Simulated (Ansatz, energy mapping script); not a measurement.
**Spin model of GdSe in the rock-salt structure from collinear orders**

Aim: the exchange couplings of GdSe in the rock-salt structure from the energies of a few collinear orders, and the ordering temperature that they give.

Main program and level: Ansatz 0.2.0; LDA with U = 7.5 eV on Gd f, ortho-atomic projectors; plane waves, U on orthogonalised atomic orbitals unless named otherwise, collinear spin, no spin–orbit coupling.

## Step 1: Set-up

The structure is cubic, space group Fm-3m (No. 225). The conventional cell has a = 5.757 Å, b = 5.757 Å, c = 5.757 Å, α = 90.00°, β = 90.00°, γ = 90.00°. Gd has 6 Se at 2.88 Å nearest. Nearest to Se lie 6 Gd at 2.88 Å. rocksalt prototype, lattice guessed from radii. Farther neighbours and most contacts between anions are not listed.

This cell was built for the study (rocksalt prototype, lattice guessed from radii), not taken from an experiment; the compound need not form in this structure.

The cell was relaxed beforehand in Ansatz under PBEsol with U = 6 eV on Gd f, ortho-atomic projectors, from parallel moments.

The U corrects the self-interaction that lets semilocal functionals spread d and f electrons too far. Its value here is typed, not computed.

## Step 2: A run to fix the orbital filling

A corrected shell can settle in several orbital fillings. One parallel run, with an occupation width a fifth wider than the orders use, therefore is to supply the occupation matrices. All orders start from them.

Input file input.yaml:

```yaml
crystal:
  lattice:
    - [0.0, 2.878561537, 2.878561537]
    - [2.878561537, 0.0, 2.878561537]
    - [2.878561537, 2.878561537, 0.0]
  atoms:
    - { symbol: Gd, position: [0.0, 0.0, 0.0], spin: 7.0 }
    - { symbol: Se, position: [0.5, 0.5, 0.5] }
magnetization:
  spin_polarized: true
kpoints:
  mp_grid: { grid: [10, 10, 10] }
hamiltonian:
  xc: lda
  hubbard:
    sites: [{ species: Gd, l: f, u_eff: 7.5 }]
    projectors: ortho-atomic
scf:
  occupations: { method: fermi_dirac, width: 0.06 }
output:
  eigenvalues: true
```

On the command line:

```sh
$ ansatz run input.yaml --threads 4 --pin off --max-ram 8192MiB --backend cpu --events-out ev --progress --plain --runs-dir out
```

Numbers of over 12 decimals in the logs are rounded to 6 here.

Log:

```text
Engine: ansatz 0.2.0, aarch64-unknown-linux-gnu
Pseudopotentials: kind: paw
Pseudopotential: Gd, paw, valence charge 18, recommended cutoff 420 eV (normal), Gd.paw.azcp
Pseudopotential: Se, paw, valence charge 16, recommended cutoff 420 eV (normal), Se.paw.azcp
Functional definition: SPW92
  exchange = slater_x
  correlation = pw_c
Crystal: 2 atoms, lattice volume = 47.704 Å³
Basis set: ecut = 420 eV, 941 PW (Γ)
Bands: 25, of which v1, the nominal top of the filled ones, is band 17 counted from 1 (16 counted from 0)
Symmetry: 48 space group operations
Space group: Fm-3m (ITA 225), of the structure as read, at distance tolerance 3.6e-5 Å
Magnetic group: BNS 225.116 (UNI 1618), of the structure as read, at distance tolerance 3.6e-5 Å
k-points: 47 of 1000
Non-local potential: Gd, projectors of the file, l = 0: 3, l = 1: 2, l = 2: 2, l = 3: 3
Non-local potential: Se, projectors of the file, l = 0: 2, l = 1: 2, l = 2: 3, l = 3: 1
PAW form: soft (Blöchl's): semilocal exchange-correlation on the pseudo side does not see the compensation charge
PAW frozen core: Gd, regenerated for the run's functional, and the local potential with it (the file was generated under x = pbe(κ = 0.804, μ = 0.219515), c = pbe(β = 0.066725))
PAW frozen core: Se, regenerated for the run's functional, and the local potential with it (the file was generated under x = pbe(κ = 0.804, μ = 0.219515), c = pbe(β = 0.066725))
PAW one-centre angular grid: Gd, 590 points (default); XC on 64 Gauss nodes
PAW one-centre angular grid: Se, 590 points (default); XC on 64 Gauss nodes
Initial density: superposition of atomic densities (chi_scale 0.1, normalization cell, long waves kept (reshape's long-wave potential 0.00 eV rms))
Starting moments: Σ|m| = 7 μB on 1 of 2 sites
Initial wavefunctions: pseudopotential atomic-orbital guess
Functional: x = slater, c = lda
SCF iter   1: F=—  HF=-14514.434315 eV  |F-HF|=—  |Δ(HF+E_count)|=         —  Δρ=4.59e-2 (↑4.59e-2 ↓3.12e-2)  dr2=4.03e0  dr2_m=1.72e-1  M=6.946 μB ∫|m|=7.048 μB  β_m=0.30  ethr=3.10e-3  ⟨swp⟩=5.8  Hψ=20582  notcnv=0
Mixer restart at iter 1: flushing history
automatic band count: the SCF goes on with 29 bands, as 25 were too few: the levels above may hold too much charge
preconditioner: auto → Kerker (q_TF=auto, 2.579 Å⁻¹)  [metal: Δε(μ)=0.025 eV  Ē_g=16.171 eV  σ=0.060 eV  W_gap=0.10  n_scr=14 (ndim 8)  ℏωp=25.2 eV  f_vac=0.000  D(μ)=2.78/eV (n_scr^D=26)]
spin=Collinear: Kerker preconditioning applied to the charge; magnetization (m = ρ↑ − ρ↓) channel mixes plain (no charge-response kernel on spin).
[...]
SCF iter   6: F=—  HF=-14513.633131 eV  |F-HF|=—  |Δ(HF+E_count)|=   7.54e-4  Δρ=7.84e-4 (↑2.52e-4 ↓7.84e-4)  dr2=4.45e-4  dr2_m=4.76e-5  M=7.230 μB ∫|m|=7.303 μB  β_m=0.84  ethr=9.98e-6  ⟨swp⟩=2.1  Hψ=4740  notcnv=0  defer=259
SCF iter   7: F=—  HF=-14513.633093 eV  |F-HF|=—  |Δ(HF+E_count)|=   3.77e-5  Δρ=1.63e-4 (↑1.49e-4 ↓1.63e-4)  dr2=2.34e-5  dr2_m=2.44e-7  M=7.232 μB ∫|m|=7.306 μB  β_m=0.91  ethr=1.31e-6  ⟨swp⟩=2.0  Hψ=4287  notcnv=0  defer=259
SCF iter   8: F=—  HF=-14513.633129 eV  |F-HF|=—  |Δ(HF+E_count)|=   3.57e-5  Δρ=5.92e-5 (↑2.50e-5 ↓5.92e-5)  dr2=2.08e-6  dr2_m=5.05e-7  M=7.231 μB ∫|m|=7.305 μB  β_m=0.91  ethr=6.89e-8  ⟨swp⟩=2.0  Hψ=4233  notcnv=0  defer=259
SCF iter   9: F=—  HF=-14513.633131 eV  |F-HF|=—  |Δ(HF+E_count)|=   2.54e-6  Δρ=1.15e-5 (↑6.13e-6 ↓1.15e-5)  dr2=1.39e-7  dr2_m=9.99e-9  M=7.231 μB ∫|m|=7.306 μB  β_m=0.96  ethr=6.11e-9  ⟨swp⟩=2.0  Hψ=3842  notcnv=0  defer=259
SCF iter  10: F=-14513.633131 eV  HF=-14513.633131 eV  |F-HF|=1.45e-9  |Δ(HF+E_count)|=   8.69e-8  Δρ=1.49e-6 (↑1.35e-6 ↓1.49e-6)  dr2=3.82e-9  dr2_m=3.49e-11  M=7.232 μB ∫|m|=7.306 μB  ethr=2.94e-10  ⟨swp⟩=7.9  Hψ=11485  notcnv=0
SCF 1 converged in 10 iterations: F = -14513.633131 eV  dr2 = 3.82e-9
[...]
SCF converged after 10 iterations
Magnetization: 7.2315 μB (20.6158 up, 13.3842 down)
Absolute magnetization: 7.3025 μB (∫|ρ↑−ρ↓|, with the PAW one-centre terms)
Spin contamination: 0.0090 ħ² per cell (⟨S²⟩ above its minimum at these occupations)
Per-site moments (μB) at R_I (Å): [(7.078110, 1.187407), (-0.032717, 1.187407)]
Free energy (F): -14513.633131 eV
Harris-Foulkes:  -14513.633131 eV  (|F-HF|=1.45e-9)
Internal energy: -14513.621637 eV  (E = F + TS)
E sigma→0 (E₀):  -14513.627384 eV
Entropy (-TS):   -0.011494 eV (-5.747 meV/atom)
Fermi energy:    14.356139 eV
--- Per-component energies (eV) ---
  E_band       = -356.194961
  E_kinetic    = 529.221470
  E_local      = -4143.523651  (includes V_loc(G=0)·N_el)
  E_nonlocal   = -298.652737
  E_hartree    = 1915.367970
  E_xc         = -338.672439
  E_vxc        = -355.855594  (∫ρ·V_xc dr)
  E_hubbard    = 0.133149  (on-site DFT+U / exact-exchange correction)
  E_vhub       = -26.068105  (the Hubbard potential's part of the band-sum identity)
  E_paw        = -8070.406586  (= ΣΔE_a)
  E_vpaw       = 107.944987  (= ΣTr[D̂ρ^β])
  E_aug_tail   = -0.000581  (compensation charges beyond the density's cutoff)
  E_ewald      = -4110.584627
  E_core_change = 3.496395  (= ΣΔE_core)
  E_smearing   = -0.011494  (= −TS)
  E_closure    = 0.000000  (closes the sum)
  Σ components = -14513.633131   (vs F -14513.633131, Δ=0.00e0)
--- Band table (eV; the first three rows and the last of 94) ---
  k-point 0 ↑: bands = [... 13 lower, 4.4327, 4.4929, 4.4929, 4.4929, 11.6140, 11.6140, 11.6140, 13.7730, ... 8 higher]
  k-point 1 ↑: bands = [... 13 lower, 4.4364, 4.4878, 4.4878, 4.4932, 10.8814, 11.2094, 11.2094, 13.9430, ... 8 higher]
  k-point 2 ↑: bands = [... 13 lower, 4.4465, 4.4747, 4.4747, 4.4938, 9.6477, 10.4938, 10.4938, 14.1846, ... 8 higher]
  k-point 46 ↓: bands = [... 13 lower, 14.5381, 16.0946, 16.9137, 16.9456, 16.9553, 16.9567, 17.0627, 17.1696, ... 8 higher]
Occupation matrices written to <dir>
```

Run time: 2.5 s. Hardware: 4 threads of Arm Neoverse V2, shared host; peak memory 0.47 GiB.

In the SCF lines HF is the Harris–Foulkes energy and dr2 the Hartree energy of the density residual, in eV; the loop may stop once dr2 is under the threshold and the program's other checks hold. Hψ counts applications of the Hamiltonian.

This step gave:

```
final state                       : ferromagnetic
electrons in the corrected shells : 7.023 e
largest moment                    : 7.078 μB
```

## Step 3: Order 1: parallel, cell A of 4 atoms

Each cell gets its own parallel run on the same mesh, so that most of the mesh error cancels in the differences.

Input file input.yaml:

```yaml
crystal:
  lattice:
    - [0.0, -2.878561537, -2.878561537]
    - [0.0, 2.878561537, -2.878561537]
    - [5.757123074, 0.0, 0.0]
  atoms:
    - { symbol: Gd, position: [0.5, 0.5, 0.5], spin: 7.0 }
    - { symbol: Gd, position: [0.0, 0.0, 0.0], spin: 7.0 }
    - { symbol: Se, position: [0.5, 0.5, 0.0] }
    - { symbol: Se, position: [0.0, 0.0, 0.5] }
magnetization:
  spin_polarized: true
kpoints:
  mp_grid: { grid: [8, 8, 6] }
hamiltonian:
  xc: lda
  hubbard:
    sites:
      - { species: Gd, l: f, u_eff: 7.5 }
      - { site: 0, l: f, u_eff: 7.5, starting_ns: [{ spin: up, occupation_matrix: gd1_major }, { spin: down, occupation_matrix: gd1_minor }] }
      - { site: 1, l: f, u_eff: 7.5, starting_ns: [{ spin: up, occupation_matrix: gd1_major }, { spin: down, occupation_matrix: gd1_minor }] }
    projectors: ortho-atomic
    occupation_matrices:
      gd1_major:
        matrix:
          - [0.999, 0.0, 0.0, 0.0, 0.0, 0.0, 0.0]
          - [0.0, 0.999, 0.0, 0.0, 0.0, 0.0, 0.0]
          - [0.0, 0.0, 0.999, 0.0, 0.0, 0.0, 0.0]
          - [0.0, 0.0, 0.0, 0.999, 0.0, 0.0, 0.0]
          - [0.0, 0.0, 0.0, 0.0, 0.999, 0.0, 0.0]
          - [0.0, 0.0, 0.0, 0.0, 0.0, 0.999, 0.0]
          - [0.0, 0.0, 0.0, 0.0, 0.0, 0.0, 0.999]
      gd1_minor:
        matrix:
          - [0.006, 0.0, 0.0, 0.0, 0.0, 0.0, 0.0]
          - [0.0, 0.004, 0.0, 0.0, 0.0, -0.002, 0.0]
          - [0.0, 0.0, 0.004, 0.0, 0.0, 0.0, 0.002]
          - [0.0, 0.0, 0.0, 0.003, 0.0, 0.0, 0.0]
          - [0.0, 0.0, 0.0, 0.0, 0.002, 0.0, 0.0]
          - [0.0, -0.002, 0.0, 0.0, 0.0, 0.005, 0.0]
          - [0.0, 0.0, 0.002, 0.0, 0.0, 0.0, 0.005]
scf:
  occupations: { method: fermi_dirac, width: 0.05 }
output:
  eigenvalues: true
```

Log:

```text
Warning: crystal.symmetry: narrowed to the stabiliser of the occupation matrices — unitary ops 32 → 16; lowered by the specified shells (site 0, l: f), (site 1, l: f); largest admitted image defect 4.4e-16, smallest excluded 5.6e-4 — at a rounding scale rather than a splitting's, so precision (not physics) most likely lowered the group: (i) a fixed point transcribed at too few decimals — re-emit the block at full precision (to 7 decimals or more, rounded to nearest) from a symmetrised source (a converged report's `n_mat` / `n_mat_spinor`) (of a frozen-density pass: in the run whose state it reads); [rest of the remark cut]
[...]
Crystal: 4 atoms, lattice volume = 95.408 Å³
Basis set: ecut = 420 eV, 1875 PW (Γ)
Bands: 50, of which v1, the nominal top of the filled ones, is band 34 counted from 1 (33 counted from 0)
Symmetry: 16 space group operations
k-points: 84 of 384
[...]
Starting moments: Σ|m| = 14 μB on 2 of 4 sites
[...]
SCF iter   1: F=—  HF=-29029.193252 eV  |F-HF|=—  |Δ(HF+E_count)|=         —  Δρ=4.81e-2 (↑4.81e-2 ↓4.39e-2)  dr2=6.01e0  dr2_m=1.00e0  M=14.430 μB ∫|m|=14.571 μB  β_m=1.00  ethr=3.10e-3  ⟨swp⟩=5.7  Hψ=26837  notcnv=0  defer=34
[...]
SCF iter   5: F=—  HF=-29027.256733 eV  |F-HF|=—  |Δ(HF+E_count)|=   1.84e-2  Δρ=1.08e-3 (↑1.08e-3 ↓7.80e-4)  dr2=2.58e-3  dr2_m=1.18e-4  M=14.518 μB ∫|m|=14.664 μB  β_m=0.30  ethr=2.62e-5  ⟨swp⟩=2.4  Hψ=16360  notcnv=0  defer=503
[...]
spin-set hold released at iteration 5 (site moments contracting): the magnetisation degrees of freedom join the quasi-Newton model from the next iteration; the mixer history was flushed
SCF iter   6: F=—  HF=-29027.257889 eV  |F-HF|=—  |Δ(HF+E_count)|=   1.16e-3  Δρ=9.07e-4 (↑9.07e-4 ↓6.61e-4)  dr2=2.78e-3  dr2_m=5.67e-5  M=14.517 μB ∫|m|=14.662 μB  β_m=0.59  ethr=3.79e-6  ⟨swp⟩=2.3  Hψ=15362  notcnv=0  defer=503
[...]
SCF iter  12: F=-29027.263388 eV  HF=-29027.263388 eV  |F-HF|=4.10e-9  |Δ(HF+E_count)|=   2.86e-9  Δρ=1.78e-6 (↑1.67e-6 ↓1.78e-6)  dr2=1.29e-8  dr2_m=1.68e-11  M=14.515 μB ∫|m|=14.658 μB  ethr=1.47e-10  ⟨swp⟩=9.5  Hψ=30656  notcnv=0
SCF 1 converged in 12 iterations: F = -29027.263388 eV  dr2 = 1.29e-8
[...]
SCF converged after 12 iterations
Magnetization: 14.5152 μB (41.2576 up, 26.7424 down)
Absolute magnetization: 14.6513 μB (∫|ρ↑−ρ↓|, with the PAW one-centre terms)
[...]
Per-site moments (μB) at R_I (Å): [(7.086994, 1.187407), (7.086994, 1.187407), (-0.030579, 1.187407), (-0.030579, 1.187407)]
Free energy (F): -29027.263388 eV
[...]
Internal energy: -29027.249465 eV  (E = F + TS)
E sigma→0 (E₀):  -29027.256427 eV
Entropy (-TS):   -0.013923 eV (-3.481 meV/atom)
Fermi energy:    14.305899 eV
[...]
--- Specified on-site occupations, and those of the state reported ---
  electrons in the specified blocks: 14.0440 specified, 14.0445 found
  site 0 (l=f) ↓: largest change of an orbital's occupation 0.0005; electrons 0.0290 specified, 0.0288 found; spectral distance 0.0008
[...]
site 0 (l=f) ↑: largest change of an orbital's occupation 0.0002; electrons 6.9930 specified, 6.9934 found; spectral distance 0.0003
[...]
--- Band table (eV; the first three rows and the last of 168) ---
  k-point 0 ↑: bands = [... 30 lower, 4.4880, 4.4936, 4.4936, 4.4937, 9.1892, 10.7716, 10.7716, 11.6108, ... 12 higher]
  k-point 1 ↑: bands = [... 30 lower, 4.4840, 4.4903, 4.4906, 4.4906, 8.9676, 10.7083, 10.7627, 10.7627, ... 12 higher]
  k-point 2 ↑: bands = [... 30 lower, 4.4735, 4.4810, 4.4823, 4.4823, 8.6462, 9.4848, 10.7687, 10.7687, ... 12 higher]
  k-point 83 ↓: bands = [... 30 lower, 16.9285, 16.9285, 16.9546, 16.9546, 16.9546, 16.9546, 16.9576, 16.9576, ... 12 higher]
Occupation matrices written to <dir>
```

It took 13 s on 4 threads; peak memory 0.91 GiB.

Spin moment in the sphere by atom:

| atom | spin moment in the sphere (μB) |
| --- | --- |
| Gd1 | 7.09 |
| Gd2 | 7.09 |
| Se3 | -0.03 |
| Se4 | -0.03 |

The run ends ferromagnetic.

## Step 4: Order 2: compensated +−, cell A of 4 atoms

This order reverses 8 of the 12 neighbours at 4.07 Å, 0 of the 6 neighbours at 5.76 Å and 16 of the 24 neighbours at 7.05 Å, counted for an average magnetic atom.

Changes to input.yaml since step 3:

```diff
@@ -7,3 +7,3 @@
     - { symbol: Gd, position: [0.5, 0.5, 0.5], spin: 7.0 }
-    - { symbol: Gd, position: [0.0, 0.0, 0.0], spin: 7.0 }
+    - { symbol: Gd, position: [0.0, 0.0, 0.0], spin: -7.0 }
     - { symbol: Se, position: [0.5, 0.5, 0.0] }
@@ -20,3 +20,3 @@
       - { site: 0, l: f, u_eff: 7.5, starting_ns: [{ spin: up, occupation_matrix: gd1_major }, { spin: down, occupation_matrix: gd1_minor }] }
-      - { site: 1, l: f, u_eff: 7.5, starting_ns: [{ spin: up, occupation_matrix: gd1_major }, { spin: down, occupation_matrix: gd1_minor }] }
+      - { site: 1, l: f, u_eff: 7.5, starting_ns: [{ spin: up, occupation_matrix: gd1_minor }, { spin: down, occupation_matrix: gd1_major }] }
     projectors: ortho-atomic
```

Log:

```text
[...]
Crystal: 4 atoms, lattice volume = 95.408 Å³
Basis set: ecut = 420 eV, 1875 PW (Γ)
Bands: 50, of which v1, the nominal top of the filled ones, is band 34 counted from 1 (33 counted from 0)
Symmetry: 8 space group operations
k-points: 84 of 384
[...]
Starting moments: Σ|m| = 14 μB on 2 of 4 sites
[...]
SCF iter   1: F=—  HF=-29029.197857 eV  |F-HF|=—  |Δ(HF+E_count)|=         —  Δρ=4.57e-2 (↑4.57e-2 ↓4.57e-2)  dr2=6.06e0  dr2_m=9.73e-1  M=0.000 μB ∫|m|=14.477 μB  β_m=1.00  ethr=3.10e-3  ⟨swp⟩=5.6  Hψ=13899  notcnv=0  defer=43
[...]
SCF iter  12: F=-29027.256553 eV  HF=-29027.256553 eV  |F-HF|=4.39e-9  |Δ(HF+E_count)|=   2.28e-9  Δρ=1.77e-6 (↑1.77e-6 ↓1.77e-6)  dr2=1.40e-8  dr2_m=2.29e-11  M=0.000 μB ∫|m|=14.491 μB  ethr=1.47e-10  ⟨swp⟩=10.0  Hψ=16569  notcnv=0
SCF 1 converged in 12 iterations: F = -29027.256553 eV  dr2 = 1.40e-8
[...]
SCF converged after 12 iterations
Magnetization: 0.0000 μB (34.0000 up, 34.0000 down)
Absolute magnetization: 14.4900 μB (∫|ρ↑−ρ↓|, with the PAW one-centre terms)
[...]
Per-site moments (μB) at R_I (Å): [(7.069622, 1.187407), (-7.069622, 1.187407), (0.011928, 1.187407), (-0.011928, 1.187407)]
Free energy (F): -29027.256553 eV
[...]
Internal energy: -29027.236879 eV  (E = F + TS)
E sigma→0 (E₀):  -29027.246716 eV
Entropy (-TS):   -0.019674 eV (-4.919 meV/atom)
Fermi energy:    14.299064 eV
[...]
--- Specified on-site occupations, and those of the state reported ---
  electrons in the specified blocks: 14.0440 specified, 14.0503 found
[...]
--- Band table (eV; the first three rows and the last of 168) ---
  k-point 0 ↑: bands = [... 30 lower, 11.5088, 11.5107, 11.5107, 12.0705, 14.0624, 14.0624, 14.1372, 14.8588, ... 12 higher]
  k-point 1 ↑: bands = [... 30 lower, 10.7687, 11.3481, 11.3481, 12.1603, 13.9422, 14.4428, 14.4428, 14.9100, ... 12 higher]
  k-point 2 ↑: bands = [... 30 lower, 10.7706, 11.0689, 11.0689, 12.4094, 13.5040, 15.0349, 15.3113, 15.3113, ... 12 higher]
  k-point 83 ↓: bands = [... 30 lower, 9.5462, 9.6934, 9.6934, 14.8478, 14.8478, 15.5240, 15.5240, 16.4383, ... 12 higher]
Occupation matrices written to <dir>
```

Wall time 6.8 s (4 threads); peak memory 0.89 GiB.

Spin moment in the sphere by atom:

| atom | spin moment in the sphere (μB) |
| --- | --- |
| Gd1 | 7.07 |
| Gd2 | -7.07 |
| Se3 | 0.01 |
| Se4 | -0.01 |

The run ends antiferromagnetic, 4.86 meV a magnetic atom above the parallel order of its cell (energies taken at zero occupation width, not the printed F).

## Step 5: Run 3 (parallel; cell B, 4 atoms)

The parallel order again, as the reference for this cell.

This run holds the same structure in another cell (c 5.757 → 7.051 Å, α 90.0 → 73.2°, β 90.0 → 73.2°, γ 90.0 → 60.0°).

Changes to input.yaml since step 4:

```diff
@@ -3,9 +3,9 @@
     - [0.0, -2.878561537, -2.878561537]
-    - [0.0, 2.878561537, -2.878561537]
-    - [5.757123074, 0.0, 0.0]
+    - [-2.878561537, 0.0, -2.878561537]
+    - [2.878561537, 2.878561537, -5.757123074]
   atoms:
     - { symbol: Gd, position: [0.5, 0.5, 0.5], spin: 7.0 }
-    - { symbol: Gd, position: [0.0, 0.0, 0.0], spin: -7.0 }
-    - { symbol: Se, position: [0.5, 0.5, 0.0] }
-    - { symbol: Se, position: [0.0, 0.0, 0.5] }
+    - { symbol: Gd, position: [0.0, 0.0, 0.0], spin: 7.0 }
+    - { symbol: Se, position: [0.75, 0.75, 0.75] }
+    - { symbol: Se, position: [0.25, 0.25, 0.25] }
 magnetization:
@@ -13,3 +13,3 @@
 kpoints:
-  mp_grid: { grid: [8, 8, 6] }
+  mp_grid: { grid: [9, 9, 9] }
 hamiltonian:
@@ -20,3 +20,3 @@
       - { site: 0, l: f, u_eff: 7.5, starting_ns: [{ spin: up, occupation_matrix: gd1_major }, { spin: down, occupation_matrix: gd1_minor }] }
-      - { site: 1, l: f, u_eff: 7.5, starting_ns: [{ spin: up, occupation_matrix: gd1_minor }, { spin: down, occupation_matrix: gd1_major }] }
+      - { site: 1, l: f, u_eff: 7.5, starting_ns: [{ spin: up, occupation_matrix: gd1_major }, { spin: down, occupation_matrix: gd1_minor }] }
     projectors: ortho-atomic
```

Log:

```text
[...]
Crystal: 4 atoms, lattice volume = 95.408 Å³
Basis set: ecut = 420 eV, 1853 PW (Γ)
Bands: 50, of which v1, the nominal top of the filled ones, is band 34 counted from 1 (33 counted from 0)
Symmetry: 8 space group operations
k-points: 205 of 729
[...]
Starting moments: Σ|m| = 14 μB on 2 of 4 sites
[...]
k-point 1 ↑: bands = [... 30 lower, 4.4913, 4.4931, 4.4954, 4.5322, 7.5413, 9.3776, 9.3776, 11.3485, ... 12 higher]
  k-point 2 ↑: bands = [... 30 lower, 4.4866, 4.4933, 4.4952, 4.5019, 7.8101, 9.5057, 9.5057, 10.7522, ... 12 higher]
  k-point 204 ↓: bands = [... 30 lower, 16.8298, 16.8623, 16.8857, 16.9164, 16.9332, 16.9397, 17.0293, 17.0384, ... 12 higher]
Occupation matrices written to <dir>
[key lines of the parts left out:]
SCF converged after 12 iterations
Magnetization: 14.4106 μB (41.2053 up, 26.7947 down)
Free energy (F): -29027.272018 eV
Fermi energy:    14.330922 eV
```

The job ended after 28 s (4 threads; peak memory 1.6 GiB).

The run ends ferromagnetic. For each magnetic atom its energy differs from the parallel run of the first cell by -4.91 meV, an error that one common reference would have brought in.

(Continued in part 2 of 2.)

[Logs and program files are shortened in this print: banners, set-up blocks, solver, clock and traceback lines can be left out without a mark of their own.]

[Logs are printed without paths, hosts, clocks, repeated set-up lines and the standing remarks that a program may print on its own settings, such as how far it seeks lower states.]

[Hosts, paths, dates, database ids (printed as entryN), source tags and the programs' standing remarks are cut or masked in the printed files.]

[Where a cell is said to come from a database of computed structures, the database is the Materials Project.]
